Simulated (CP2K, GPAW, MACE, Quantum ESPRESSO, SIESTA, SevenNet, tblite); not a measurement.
# Predicting plane-wave site energies from SIESTA DZP, PBE: a vacancy of Ge in amorphous Ge at 4.34 g/cm^3 (72 atoms)

Density of this cell: 4.34 g/cm³. The cell holds 72 atoms: 72 Ge. Cell: a = 12.598 Å, b = 12.598 Å, c = 12.598 Å, α = 90.0°, β = 90.0°, γ = 90.0°. 72 atoms (72 Ge) placed at random at 4.34 g/cm³, melted at 3500 K for 10 ps at fixed volume with the Tersoff potential (Tersoff, Phys. Rev. B 39, 5566 (1989)). Quenched from 3500 K to 300 K at 20 K/ps and fixed volume, annealed at 800 K for 20 ps, held 5 ps, then minimised at fixed cell. Then the atoms were relaxed with MACE MP-0b3 medium in the fixed cell.

Calculated with Quantum ESPRESSO 7.5: PBE; plane waves, SSSP efficiency, 45/360 Ry; k-points Γ. The cheaper level is PBE; DZP orbitals, shift 0.01 Ry, mesh 300 Ry; k-points Γ. Each row is one cell with a vacancy of Ge, relaxed with MACE MP-0b3 medium; both levels solve the same cells, and energies are counted from site Ge69 at each level.

| energy from SIESTA DZP, PBE (eV) | energy from plane waves (eV) | site |
| --- | --- | --- |
| 0.000 | 0 | Ge69 |
| 0.002 | 0.2647 | Ge9 |
| 0.518 | ? | ? |
| 1.202 | 1.867 | Ge16 |
| 1.876 | 1.869 | Ge52 |

**Question.** Fit a straight line to the rows given and interpolate to the withheld row.

Worked fit:

Take u as the energy from SIESTA DZP, PBE and v as that from plane waves.

| u (eV) | v (eV) |
| --- | --- |
| 0 | 0 |
| 0.00247700 | 0.264745 |
| 1.20198 | 1.86733 |
| 1.87601 | 1.86918 |

With n = 4: mean u = 0.770117, mean v = 1.00031, Σ(u − ū)² = 2.5919, Σ(u − ū)(v − v̄) = 2.6703. Slope b = 2.6703 / 2.5919 = 1.0303; intercept a = v̄ − b ū = 0.20688.

At the withheld site u = 0.5180, and v = a + b u.

Prediction at 0.518: 0.7406 eV. The run gave 0.9111 eV, so the fit is low by 0.17 eV (19 % of the value).

The slope of 1.0 says that SIESTA DZP, PBE spreads the sites about as widely as plane waves do. Taken as it stands, without the line, its value misses the withheld site by 0.39 eV. Among the rows given, the largest miss of the fit is at 1.202, by 0.42 eV (23 % of the range of the table).

Limits: Few sites, one cell. The geometries are those of MACE MP-0b3 medium, not of DFT.

[Hosts, paths, dates, database ids (printed as entryN), source tags and the programs' standing remarks are cut or masked in the printed files.]
